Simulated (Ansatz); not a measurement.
Reflectivity of Nb (Im-3m) at normal incidence (Ansatz, r2SCAN, independent particles, without spin-orbit coupling, line width 0.1 eV (Gaussian), carrier damping 0.05 eV):

```csv
E (eV),R (%)
1.00,94.6
1.25,85.7
1.50,71.7
1.75,57.5
2.00,52.2
2.25,52.3
2.50,54.2
2.75,57.4
3.00,55.7
3.25,53.1
3.50,49.7
3.75,47.8
4.00,47.0
4.25,47.3
4.50,55.4
4.75,67.0
5.00,71.3
```

**Question.** What colour would a polished face show in daylight?

**Answer.** Light grey: CIE x = 0.307, y = 0.320, luminous reflectivity 53 % under D65, from the mean over the axes.

[Logs are printed without paths, hosts, clocks, repeated set-up lines and the standing remarks that a program may print on its own settings, such as how far it seeks lower states.]
